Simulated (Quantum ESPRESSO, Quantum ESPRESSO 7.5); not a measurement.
**Cr(110), 5 layers: k-mesh convergence**

Which setting serves for Cr(110), 5 layers? The runs below step through one kind of setting.

Calculated with Quantum ESPRESSO 7.5; plane-wave DFT, PBE, SG15 norm-conserving pseudopotentials.

## (1) The starting structure

The cell holds 5 atoms: 5 Cr. Its edges and angles: a = 2.494 Å, b = 2.494 Å, c = 24.146 Å, α = 90.0°, β = 90.0°, γ = 70.5°. It derives from Cr. Vacuum lies along c.

Coordinates:

```cif
data_structure
_symmetry_space_group_name_H-M 'P 1'
_symmetry_Int_Tables_number 1
_cell_length_a 2.4942
_cell_length_b 2.4942
_cell_length_c 24.1459
_cell_angle_alpha 90.000
_cell_angle_beta 90.000
_cell_angle_gamma 70.529
_cell_volume 141.62
loop_
_atom_site_label
_atom_site_type_symbol
_atom_site_fract_x
_atom_site_fract_y
_atom_site_fract_z
_atom_site_occupancy
Cr1 Cr 0.00000 0.00000 0.83132 1
Cr2 Cr 0.50000 0.50000 0.91566 1
Cr3 Cr 0.00000 0.00000 0.00000 1
Cr4 Cr 0.50000 0.50000 0.08434 1
Cr5 Cr 0.00000 0.00000 0.16868 1
```

This run has no spin polarisation, although Cr can carry a moment. A spin-polarised state was not tried and may lie lower.

## (2) SCF with pw.x: 27×27×1 points

The first run is the reference of the series.

c0.in reads:

```
&control
  prefix = 'c0'
  outdir = './out'
  pseudo_dir = './pseudo'
  calculation = 'scf'
  tprnfor = .true.
/
&system
  ibrav = 0
  nat = 5
  ntyp = 1
  ecutwfc = 60
  ecutrho = 240
  occupations = 'smearing'
  smearing = 'mv'
  degauss = 0.02
  assume_isolated = 'esm'
  esm_bc = 'bc1'
/
&electrons
  conv_thr = 1e-07
  mixing_beta = 0.4
  electron_maxstep = 120
  mixing_mode = 'local-TF'
/
ATOMIC_SPECIES
  Cr  51.9961  Cr_ONCV_PBE-1.2.upf
CELL_PARAMETERS angstrom
  2.03646752981726 -1.44000000000000 0.00000000000000
  2.03646752981726 1.44000000000000 0.00000000000000
  0.00000000000000 0.00000000000000 24.14587011926903
ATOMIC_POSITIONS crystal
  Cr  0.000000000000 0.000000000000 -0.168680401225
  Cr  0.500000000000 0.500000000000 -0.084340200612
  Cr  0.000000000000 0.000000000000 0.000000000000
  Cr  0.500000000000 0.500000000000 0.084340200612
  Cr  0.000000000000 0.000000000000 0.168680401225
K_POINTS automatic
  27 27 1 0 0 0
```

On the command line:

```bash
$ OMP_NUM_THREADS=1 mpirun -n 4 pw.x -nk 4 -in c0.in > c0.out
```

The log of the run:

```text
Program PWSCF v.7.5 starts
[citation notice left out]

     Parallel version (MPI & OpenMP), running on       4 processor cores
     Number of MPI processes:                 4
     Threads/MPI process:                     1

     MPI processes distributed on     1 nodes
[...]
Current dimensions of program PWSCF are:
     Max number of different atomic species (ntypx) = 10
     Max number of k-points (npk) =  40000
     Max angular momentum in pseudopotentials (lmaxx) =  4
     Message from routine setup:
     using ibrav=0 with symmetry is DISCOURAGED, use correct ibrav instead

     K-points division:     npool     =       4
     Subspace diagonalization in iterative solution of the eigenvalue problem:
     a serial algorithm will be used

     G-vector sticks info
     --------------------
     sticks:   dense  smooth     PW     G-vecs:    dense   smooth      PW
     Sum         399     399    129                60123    60123   11265

     Using Slab Decomposition

     bravais-lattice index     =            0
     lattice parameter (alat)  =       4.7133  a.u.
     unit-cell volume          =     955.6733 (a.u.)^3
     number of atoms/cell      =            5
     number of atomic types    =            1
     number of electrons       =        70.00
     number of Kohn-Sham states=           42
     kinetic-energy cutoff     =      60.0000  Ry
     charge density cutoff     =     240.0000  Ry
     scf convergence threshold =      1.0E-07
     mixing beta               =       0.4000
     number of iterations used =            8  local-TF  mixing
     Exchange-correlation= PBE
                           (   1   4   3   4   0   0   0)

     Effective Screening Medium Method
     =================================
     Boundary Conditions: Vacuum-Slab-Vacuum
     total charge in unit cell        =   0.0000
     grid points for fit at edges     =        4

     celldm(1)=   4.713266  celldm(2)=   0.000000  celldm(3)=   0.000000
     celldm(4)=   0.000000  celldm(5)=   0.000000  celldm(6)=   0.000000

     crystal axes: (cart. coord. in units of alat)
               a(1) = (   0.816497  -0.577350   0.000000 )
               a(2) = (   0.816497   0.577350   0.000000 )
               a(3) = (   0.000000   0.000000   9.680989 )

     reciprocal axes: (cart. coord. in units 2 pi/alat)
               b(1) = (  0.612372 -0.866025  0.000000 )
               b(2) = (  0.612372  0.866025 -0.000000 )
               b(3) = ( -0.000000  0.000000  0.103295 )

     PseudoPot. # 1 for Cr read from file:
     ./pseudo/Cr_ONCV_PBE-1.2.upf
     Pseudo is Norm-conserving, Zval = 14.0
     Generated using ONCVPSP code by D. R. Hamann
     Using radial grid of  602 points,  6 beta functions with:
                l(1) =   0
                l(2) =   0
                l(3) =   1
                l(4) =   1
                l(5) =   2
                l(6) =   2

     atomic species   valence    mass     pseudopotential
     Cr               14.00    51.99610     Cr( 1.00)

      8 Sym. Ops., with inversion, found

   Cartesian axes

     site n.     atom                  positions (alat units)
         1        Cr     tau(   1) = (   0.0000000   0.0000000  -1.6329932  )
         2        Cr     tau(   2) = (   0.8164966   0.0000000  -0.8164966  )
         3        Cr     tau(   3) = (   0.0000000   0.0000000   0.0000000  )
         4        Cr     tau(   4) = (   0.8164966   0.0000000   0.8164966  )
         5        Cr     tau(   5) = (   0.0000000   0.0000000   1.6329932  )

     number of k points=   196  Marzari-Vanderbilt smearing, width (Ry)=  0.0200

     Number of k-points >= 100: set verbosity='high' to print them.

     Dense  grid:    60123 G-vectors     FFT dimensions: (  24,  24, 225)

     Estimated max dynamical RAM per process >     311.53 MB

     Estimated total dynamical RAM >       1.17 GB

     Initial potential from superposition of free atoms

     starting charge      69.6623, renormalised to      70.0000

     negative rho (up, down):  2.653E-04 0.000E+00
     Starting wfcs are random

     total cpu time spent up to now is        5.1 secs

     per-process dynamical memory:   289.4 Mb

     Self-consistent Calculation

     iteration #  1     ecut=    60.00 Ry     beta= 0.40
     Davidson diagonalization with overlap
     c_bands:  1 eigenvalues not converged
     c_bands:  1 eigenvalues not converged
     ethr =  1.00E-02,  avg # of iterations = 38.4

     negative rho (up, down):  1.437E-06 0.000E+00

     total cpu time spent up to now is      135.2 secs

     total energy              =    -836.01488837 Ry
     estimated scf accuracy    <       1.30438292 Ry

     iteration #  2     ecut=    60.00 Ry     beta= 0.40
[...]
c_bands:  1 eigenvalues not converged
     c_bands:  1 eigenvalues not converged
     c_bands:  1 eigenvalues not converged
     c_bands:  1 eigenvalues not converged
[...]
negative rho (up, down):  2.672E-07 0.000E+00

[...]
total energy              =    -837.07743901 Ry
     estimated scf accuracy    <       0.36249257 Ry

     iteration #  3     ecut=    60.00 Ry     beta= 0.40
[...]
c_bands:  1 eigenvalues not converged
     c_bands:  1 eigenvalues not converged
     c_bands:  1 eigenvalues not converged
     c_bands:  5 eigenvalues not converged
     c_bands:  3 eigenvalues not converged
     c_bands:  1 eigenvalues not converged
     c_bands:  1 eigenvalues not converged
     c_bands:  3 eigenvalues not converged
     c_bands:  2 eigenvalues not converged
     c_bands:  1 eigenvalues not converged
     c_bands:  1 eigenvalues not converged
     c_bands:  1 eigenvalues not converged
     c_bands:  4 eigenvalues not converged
     c_bands:  5 eigenvalues not converged
     c_bands:  3 eigenvalues not converged
     c_bands:  1 eigenvalues not converged
     c_bands:  2 eigenvalues not converged
[...]
negative rho (up, down):  7.676E-07 0.000E+00

[...]
total energy              =    -837.47007105 Ry
     estimated scf accuracy    <       0.21397575 Ry

     iteration #  4     ecut=    60.00 Ry     beta= 0.40
[...]
c_bands:  1 eigenvalues not converged
     c_bands:  1 eigenvalues not converged
     c_bands:  2 eigenvalues not converged
[...]
total energy              =    -837.49433861 Ry
     estimated scf accuracy    <       0.13016925 Ry

     iteration #  5     ecut=    60.00 Ry     beta= 0.40
[...]
c_bands:  1 eigenvalues not converged
     c_bands:  1 eigenvalues not converged
     c_bands:  2 eigenvalues not converged
     c_bands:  2 eigenvalues not converged
     c_bands:  1 eigenvalues not converged
     c_bands:  1 eigenvalues not converged
     c_bands:  2 eigenvalues not converged
     c_bands:  2 eigenvalues not converged
     c_bands:  1 eigenvalues not converged
     c_bands:  5 eigenvalues not converged
     c_bands:  4 eigenvalues not converged
     c_bands:  3 eigenvalues not converged
     c_bands:  2 eigenvalues not converged
     c_bands:  1 eigenvalues not converged
     c_bands:  4 eigenvalues not converged
     c_bands:  3 eigenvalues not converged
     c_bands:  5 eigenvalues not converged
     c_bands:  4 eigenvalues not converged
     c_bands:  2 eigenvalues not converged
     c_bands:  3 eigenvalues not converged
     c_bands:  2 eigenvalues not converged
[...]
negative rho (up, down):  4.274E-05 0.000E+00

[...]
total energy              =    -837.60707184 Ry
     estimated scf accuracy    <       0.00005774 Ry

     iteration # 25     ecut=    60.00 Ry     beta= 0.40
[...]
c_bands:  5 eigenvalues not converged
     c_bands:  4 eigenvalues not converged
     c_bands:  5 eigenvalues not converged
     c_bands:  1 eigenvalues not converged
     c_bands:  2 eigenvalues not converged
     c_bands:  3 eigenvalues not converged
     c_bands:  5 eigenvalues not converged
     c_bands:  4 eigenvalues not converged
     c_bands:  4 eigenvalues not converged
     c_bands:  3 eigenvalues not converged
     c_bands:  3 eigenvalues not converged
[...]
negative rho (up, down):  2.921E-07 0.000E+00

[...]
total energy              =    -837.60692205 Ry
     estimated scf accuracy    <       0.00001237 Ry

     iteration # 26     ecut=    60.00 Ry     beta= 0.40
[...]
c_bands:  4 eigenvalues not converged
     c_bands:  1 eigenvalues not converged
     c_bands:  4 eigenvalues not converged
     c_bands:  2 eigenvalues not converged
     c_bands:  2 eigenvalues not converged
     c_bands:  1 eigenvalues not converged
     c_bands:  2 eigenvalues not converged
[...]
negative rho (up, down):  2.704E-05 0.000E+00

[...]
total energy              =    -837.60674772 Ry
     estimated scf accuracy    <       0.00000744 Ry

     iteration # 27     ecut=    60.00 Ry     beta= 0.40
[...]
c_bands:  1 eigenvalues not converged
     c_bands:  1 eigenvalues not converged
     c_bands:  2 eigenvalues not converged
     c_bands:  1 eigenvalues not converged
     c_bands:  1 eigenvalues not converged
     c_bands:  1 eigenvalues not converged
     c_bands:  4 eigenvalues not converged
     c_bands:  2 eigenvalues not converged
     c_bands:  1 eigenvalues not converged
     c_bands:  1 eigenvalues not converged
     c_bands:  1 eigenvalues not converged
[...]
negative rho (up, down):  2.344E-05 0.000E+00

[...]
total energy              =    -837.60675269 Ry
     estimated scf accuracy    <       0.00000044 Ry

     iteration # 28     ecut=    60.00 Ry     beta= 0.40
[...]
c_bands:  5 eigenvalues not converged
     c_bands:  3 eigenvalues not converged
     c_bands:  3 eigenvalues not converged
     c_bands:  2 eigenvalues not converged
     c_bands:  3 eigenvalues not converged
     c_bands:  3 eigenvalues not converged
     c_bands:  3 eigenvalues not converged
     c_bands:  2 eigenvalues not converged
     c_bands:  2 eigenvalues not converged
     c_bands:  4 eigenvalues not converged
     c_bands:  1 eigenvalues not converged
     c_bands:  1 eigenvalues not converged
     c_bands:  5 eigenvalues not converged
     c_bands:  5 eigenvalues not converged
     c_bands:  3 eigenvalues not converged
     c_bands:  3 eigenvalues not converged
     c_bands:  2 eigenvalues not converged
     c_bands:  2 eigenvalues not converged
     c_bands:  2 eigenvalues not converged
     c_bands:  2 eigenvalues not converged
     c_bands:  1 eigenvalues not converged
     c_bands:  1 eigenvalues not converged
     c_bands:  4 eigenvalues not converged
     c_bands:  4 eigenvalues not converged
     c_bands:  4 eigenvalues not converged
     c_bands:  2 eigenvalues not converged
     c_bands:  5 eigenvalues not converged
     c_bands:  1 eigenvalues not converged
     c_bands:  5 eigenvalues not converged
     c_bands:  1 eigenvalues not converged
     c_bands:  4 eigenvalues not converged
     c_bands:  2 eigenvalues not converged
[...]
negative rho (up, down):  1.475E-05 0.000E+00

[...]
total energy              =    -837.60676279 Ry
     estimated scf accuracy    <       0.00000171 Ry

     iteration # 29     ecut=    60.00 Ry     beta= 0.40
[...]
c_bands:  5 eigenvalues not converged
     c_bands:  1 eigenvalues not converged
     c_bands:  3 eigenvalues not converged
     c_bands:  1 eigenvalues not converged
     c_bands:  3 eigenvalues not converged
     c_bands:  1 eigenvalues not converged
     c_bands:  4 eigenvalues not converged
     c_bands:  5 eigenvalues not converged
     c_bands:  1 eigenvalues not converged
     c_bands:  2 eigenvalues not converged
     c_bands:  2 eigenvalues not converged
     c_bands:  4 eigenvalues not converged
     c_bands:  5 eigenvalues not converged
     c_bands:  1 eigenvalues not converged
     c_bands:  1 eigenvalues not converged
[...]
negative rho (up, down):  1.818E-05 0.000E+00

[...]
total energy              =    -837.60676556 Ry
     estimated scf accuracy    <       0.00000049 Ry

     iteration # 30     ecut=    60.00 Ry     beta= 0.40
[...]
c_bands:  2 eigenvalues not converged
     c_bands:  2 eigenvalues not converged
     c_bands:  1 eigenvalues not converged
[...]
negative rho (up, down):  2.910E-05 0.000E+00

[...]
total energy              =    -837.60675264 Ry
     estimated scf accuracy    <       0.00000107 Ry

     iteration # 31     ecut=    60.00 Ry     beta= 0.40
[...]
c_bands:  1 eigenvalues not converged
[...]
End of self-consistent calculation

     Number of k-points >= 100: set verbosity='high' to print the bands.

     the Fermi energy is    -4.8881 ev

!    total energy              =    -837.60677704 Ry
     estimated scf accuracy    <       0.00000002 Ry
     smearing contrib. (-TS)   =      -0.00112135 Ry
     internal energy E=F+TS    =    -837.60565570 Ry

     The total energy is F=E-TS. E is the sum of the following terms:
     one-electron contribution =   18356.52349095 Ry
     hartree contribution      =   -9205.28246337 Ry
     xc contribution           =     -94.95405412 Ry
     ewald contribution        =   -9893.89262916 Ry

     convergence has been achieved in  31 iterations

     Forces acting on atoms (cartesian axes, Ry/au):

     atom    1 type  1   force =     0.00000000    0.00000000    0.02829931
     atom    2 type  1   force =     0.00000000    0.00000000   -0.01881819
     atom    3 type  1   force =     0.00000000    0.00000000    0.00000000
     atom    4 type  1   force =     0.00000000    0.00000000    0.01881819
     atom    5 type  1   force =     0.00000000    0.00000000   -0.02829931

     Total force =     0.048062     Total SCF correction =     0.000917

[...]
=------------------------------------------------------------------------------=
   JOB DONE.
=------------------------------------------------------------------------------=
[...]
```

Wall time 16 min (4 MPI ranks of Intel Xeon 6975P-C (Granite Rapids), shared host); peak memory 1.4 GiB.

Numbers from this step:

```
free energy                                                    : -11396.2208 eV
Fermi energy                                                   : -4.888 eV
vacuum line at the lower end of the cell, over the Fermi level : 4.888 eV
vacuum line at the upper end of the cell, over the Fermi level : 4.888 eV
```

The potential energy, planar mean oscillates, so the rows of the table below give means over windows of 2.03 Å about each position, cut where the curve ends. Its maxima inside the range that stand out by 2 % of the span (Å: eV): -3.0: -2.03, -1.0: -2.11, 1.0: -2.11, 3.0: -2.03. Its minima: -4.1: -13.6, -2.0: -14.0, 0.0: -13.9, 2.0: -14.0, 4.1: -13.6.

Electrostatic potential energy of an electron; zero at the Fermi level. Table of potential energy, planar mean by z; means over each step:

```tsv
z (Å)	potential energy, planar mean (eV)
-11.00	4.89
-8.97	4.89
-6.95	4.75
-4.92	-3.61
-2.89	-7.76
-0.86	-7.83
1.17	-7.84
3.20	-7.71
5.23	-0.832
7.26	4.83
9.29	4.89
11.32	4.89
```

The program's own clock; routines nest. Time by routine:

```tsv
routine	wall time (s)	calls
PWSCF	951.9	1
electrons	945	1
c_bands	890.5	31
cegterg	735.3	1666
h_psi	499	23209
vloc_psi	390.2	23209
fftw	351.8	732322
calbec	57.61	23405
h_psi:calbec	56.64	23209
add_vuspsi	47.81	23209
sum_band	46.04	31
cdiaghg	28.06	23111
init_us_2	8.75	3136
g_psi	7.46	21494
```

The vacuum levels are read from the outermost 0.7 Å of the cell on either side.

The run needed 31 iterations to bring the estimated error under 1e-07 Ry; the largest force on any atom, held or free, is 0.73 eV/Å.

Inside the slab this potential holds the local part of the pseudopotentials, which can be repulsive at the nuclei; only its value in the vacuum has a meaning of its own.

## (3) SCF with pw.x: 20×20×1 points

c1.in is the input of step 2 with these lines changed:

```diff
@@ -1,3 +1,3 @@
 &control
-  prefix = 'c0'
+  prefix = 'c1'
   outdir = './out'
@@ -38,2 +38,2 @@
 K_POINTS automatic
-  27 27 1 0 0 0
+  20 20 1 0 0 0
```

On the command line:

```bash
$ OMP_NUM_THREADS=1 mpirun -n 4 pw.x -nk 4 -in c1.in > c1.out
```

The log of the run:

```text
[banner, memory and clock lines left out]
Program PWSCF v.7.5 starts
[...]
Message from routine setup:
[...]
number of electrons       =        70.00
     number of Kohn-Sham states=           42
     kinetic-energy cutoff     =      60.0000  Ry
     charge density cutoff     =     240.0000  Ry
[...]
number of k points=   111  Marzari-Vanderbilt smearing, width (Ry)=  0.0200
[...]
Dense  grid:    60123 G-vectors     FFT dimensions: (  24,  24, 225)
[...]
negative rho (up, down):  2.653E-04 0.000E+00
     Starting wfcs are random
[...]
negative rho (up, down):  8.240E-07 0.000E+00
[...]
estimated scf accuracy    <       1.21832717 Ry
[...]
negative rho (up, down):  2.628E-06 0.000E+00
[...]
estimated scf accuracy    <       0.38608906 Ry
[...]
estimated scf accuracy    <       0.19093871 Ry
[...]
estimated scf accuracy    <       0.10652831 Ry
[...]
estimated scf accuracy    <       0.01724125 Ry
[...]
estimated scf accuracy    <       0.01417140 Ry
[...]
estimated scf accuracy    <       0.01145438 Ry
[...]
estimated scf accuracy    <       0.02072600 Ry
[...]
estimated scf accuracy    <       0.02735139 Ry
[...]
negative rho (up, down):  4.634E-03 0.000E+00
[...]
estimated scf accuracy    <       0.01977782 Ry
[...]
negative rho (up, down):  2.676E-03 0.000E+00
[...]
estimated scf accuracy    <       0.00938786 Ry
[...]
negative rho (up, down):  4.081E-03 0.000E+00
[...]
estimated scf accuracy    <       0.00425217 Ry
[...]
negative rho (up, down):  1.405E-03 0.000E+00
[...]
estimated scf accuracy    <       0.00438941 Ry
[...]
negative rho (up, down):  5.169E-04 0.000E+00
[...]
estimated scf accuracy    <       0.00258048 Ry
[...]
negative rho (up, down):  8.276E-04 0.000E+00
[...]
estimated scf accuracy    <       0.00125310 Ry
[...]
negative rho (up, down):  6.301E-04 0.000E+00
[...]
estimated scf accuracy    <       0.00023703 Ry
[...]
negative rho (up, down):  5.047E-04 0.000E+00
[...]
estimated scf accuracy    <       0.00024242 Ry
[...]
negative rho (up, down):  2.357E-05 0.000E+00
[...]
estimated scf accuracy    <       0.00007711 Ry
[...]
negative rho (up, down):  8.684E-05 0.000E+00
[...]
estimated scf accuracy    <       0.00017979 Ry
[...]
negative rho (up, down):  4.791E-05 0.000E+00
[...]
estimated scf accuracy    <       0.00007186 Ry
[...]
negative rho (up, down):  3.163E-05 0.000E+00
[...]
estimated scf accuracy    <       0.00000463 Ry
[...]
negative rho (up, down):  2.609E-06 0.000E+00
[...]
estimated scf accuracy    <       0.00000333 Ry
[...]
negative rho (up, down):  2.888E-08 0.000E+00
[...]
estimated scf accuracy    <       0.00000306 Ry
[...]
estimated scf accuracy    <       0.00000066 Ry
[...]
estimated scf accuracy    <       0.00000029 Ry
[...]
negative rho (up, down):  5.813E-08 0.000E+00
[...]
estimated scf accuracy    <       0.00000041 Ry
[...]
negative rho (up, down):  6.386E-06 0.000E+00
[...]
estimated scf accuracy    <       0.00000056 Ry
[...]
the Fermi energy is    -4.8901 ev
!    total energy              =    -837.60678986 Ry
     estimated scf accuracy    <       0.00000001 Ry
     smearing contrib. (-TS)   =      -0.00108392 Ry
     internal energy E=F+TS    =    -837.60570594 Ry
[...]
one-electron contribution =   18356.50638397 Ry
     hartree contribution      =   -9205.26519167 Ry
     xc contribution           =     -94.95426908 Ry
     ewald contribution        =   -9893.89262916 Ry
     convergence has been achieved in  28 iterations
[...]
Total force =     0.047695     Total SCF correction =     0.000266
[...]
```

The job ended after 7.9 min (4 MPI ranks; peak memory 0.96 GiB; 32 min of CPU time).

Read from the output:

* free energy: -11396.2209 eV
* Fermi energy: -4.890 eV
* vacuum line at the lower end of the cell, over the Fermi level: 4.890 eV
* vacuum line at the upper end of the cell, over the Fermi level: 4.890 eV

The program's own clock; routines nest. Time by routine:

```tsv
routine	wall time (s)	calls
PWSCF	474.3	1
electrons	470.1	1
c_bands	440.2	28
cegterg	341.2	863
h_psi	230.2	11503
vloc_psi	177.6	11503
fftw	160.4	351738
calbec	27.92	11615
h_psi:calbec	27.37	11503
add_vuspsi	23.13	11503
sum_band	22.8	28
cdiaghg	13.41	11447
mix_rho	6.17	28
init_us_2	4.58	1624
```

Counted from each run's own zero (the Fermi level), the vacuum level differs from the first run's by +2 meV.

(Part 1 of 2 ends here.)

[Logs are printed without paths, hosts, clocks, repeated set-up lines and the standing remarks that a program may print on its own settings, such as how far it seeks lower states.]

[Hosts, paths, dates, database ids (printed as entryN), source tags and the programs' standing remarks are cut or masked in the printed files.]

[Maps of the electrostatic potential energy from Ansatz leave out the sawtooth potential of an applied field or a dipole correction, so their vacuum need not be flat; planar profiles and work functions include it.]
